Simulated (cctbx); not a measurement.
# Finding the light atoms

Cell a = 5.1420 Å, b = 5.1420 Å, c = 3.8770 Å, α = 90.00°, β = 90.00°, γ = 120.00°; space group P-3m1 (no. 164); content Pb2 Mn1 H6. The heavier atoms are placed; H is still missing.

Simulated single-crystal data (cctbx): Mo Kα, λ = 0.71073 Å, to d = 0.65 Å, 80 % of the full sphere, strongest reflection 20000 counts, noise from counting, a 4 % proportional error and a noise floor of 2 counts (s.d.); no absorption.

Refinement without H (map in e/Å³):

```text
Rint 0.035, 144 unique reflections to 0.66 A
cycle     R1     wR2    GooF  max shift (A)
   1  0.0825  0.2401  11.479   0.01529
   2  0.0089  0.0203   0.970   0.00000
final R1 0.0089 wR2 0.0203 GooF 0.970  parameters 3  data/parameter 48.0
atom        x        y        z      Ueq    occ   su(xyz)  su(Uiso or U11)
Pb1    0.66667  0.33333  0.75656   0.0148  1.000  0.00004  0.0001
Mn1    0.00000  0.00000  0.00000   0.0206  1.000  0.00000  0.0002
difference map: max 0.88 min -0.77 rms 0.19
Q1    0.1835  0.3670  0.7567    6    0.89  1.89 A from Mn1
Q2    0.0000  0.0000  0.5000    1    0.76  1.94 A from Mn1
Q3    0.0386  0.5193  0.7542    6    0.44  1.66 A from Pb1
Q4    0.0060  0.3079  0.3608   12    0.43  1.83 A from Pb1
Q5    0.1276  0.2551  0.2229    6    0.36  1.43 A from Mn1
Q6    0.1190  0.2379  0.4995    6    0.33  2.15 A from Pb1
Q7    0.1343  0.2686  0.0071    6    0.33  1.20 A from Mn1
Q8    0.0406  0.3790  0.9048   12    0.32  1.89 A from Mn1
```

The data are simulated with cctbx, not measured: neutrons of λ = 1.17 Å, to d = 0.8 Å, 80 % of the full sphere, strongest reflection 5000 counts, noise from counting, a 4 % proportional error and a noise floor of 2 counts (s.d.); no absorption.

Refinement without H (map in fm/Å³; only maxima are listed):

```text
Rint 0.036, 85 unique reflections to 0.80 A
cycle     R1     wR2    GooF  max shift (A)
   1  0.6815  0.9296  38.856   0.00717
   8  0.6054  0.8864  37.050   0.00000
final R1 0.7354 wR2 0.9517 GooF 39.779  parameters 3  data/parameter 28.3
atom        x        y        z      Ueq    occ   su(xyz)  su(Uiso or U11)
Pb1    0.66667  0.33333  0.75165   0.0306  1.000  0.02301  0.0242
Mn1    0.00000  0.00000  0.00000   0.0543  1.000  0.00000  0.0784
difference map: max 107.92 min -39.43 rms 7.04
Q1    0.3333  0.6667  0.2440    2  115.16  0.02 A from Pb1
Q2    0.3333  0.6667  0.9413    2    7.33  1.19 A from Pb1
Q3    0.2764  0.5528  0.7499    6    7.33  2.00 A from Pb1
Q4    0.3333  0.6667  0.5555    2    6.98  1.19 A from Pb1
Q5    0.0750  0.1500  0.9054    6    6.75  0.76 A from Mn1
Q6    0.0714  0.5357  0.2518    6    6.34  1.17 A from Pb1
Q7    0.1748  0.5874  0.4848    6    6.27  1.16 A from Pb1
Q8    0.0740  0.5370  0.9309    6    6.21  1.69 A from Pb1
```

**Question.** Where is H, and which data fix it better?

H sits at (0.1761, 0.3522, 0.7559). Adding it takes R1 from 0.009 to 0.007 with X-rays and from 0.735 to 0.009 with neutrons. Its largest coordinate s.u. is 0.01454 with X-rays and 0.00021 with neutrons, so neutrons fix it better in these data. In the X-ray map Q1 marks it. No listed neutron peak is on it. Natural H has a negative scattering length, so it shows as a hole in the neutron map (minimum -39.4), not among the maxima.

Final neutron refinement:

```text
Rint 0.036, 85 unique reflections to 0.80 A
cycle     R1     wR2    GooF  max shift (A)
   1  0.2286  0.4950  21.079   0.02608
   3  0.0092  0.0214   0.912   0.00000
final R1 0.0092 wR2 0.0214 GooF 0.912  parameters 6  data/parameter 14.2
atom        x        y        z      Ueq    occ   su(xyz)  su(Uiso or U11)
Pb1    0.66667  0.33333  0.75639   0.0149  1.000  0.00007  0.0001
Mn1    0.00000  0.00000  0.00000   0.0203  1.000  0.00000  0.0003
H1     0.17622  0.35243  0.75554   0.0527  1.000  0.00021  0.0002
difference map: max 0.15 min -0.10 rms 0.03
Q1    0.1195  0.2389  0.8860    6    0.15  0.71 A from H1
Q2    0.2256  0.4511  0.6789    6    0.12  0.53 A from H1
Q3    0.3333  0.6667  0.9808    2    0.11  1.02 A from Pb1
Q4    0.1179  0.2358  0.1566    6    0.08  1.21 A from Mn1
Q5    0.0663  0.5332  0.8644    6    0.07  1.37 A from H1
Q6    0.1423  0.5712  0.7288    6    0.06  1.23 A from H1
```

The model is made up (kin elements in a known structure type, no relaxation), so it says nothing on whether the phase exists.

[Middle refinement cycles are left out of these outputs.]

[Logs are printed without paths, hosts, clocks, repeated set-up lines and the standing remarks that a program may print on its own settings, such as how far it seeks lower states.]
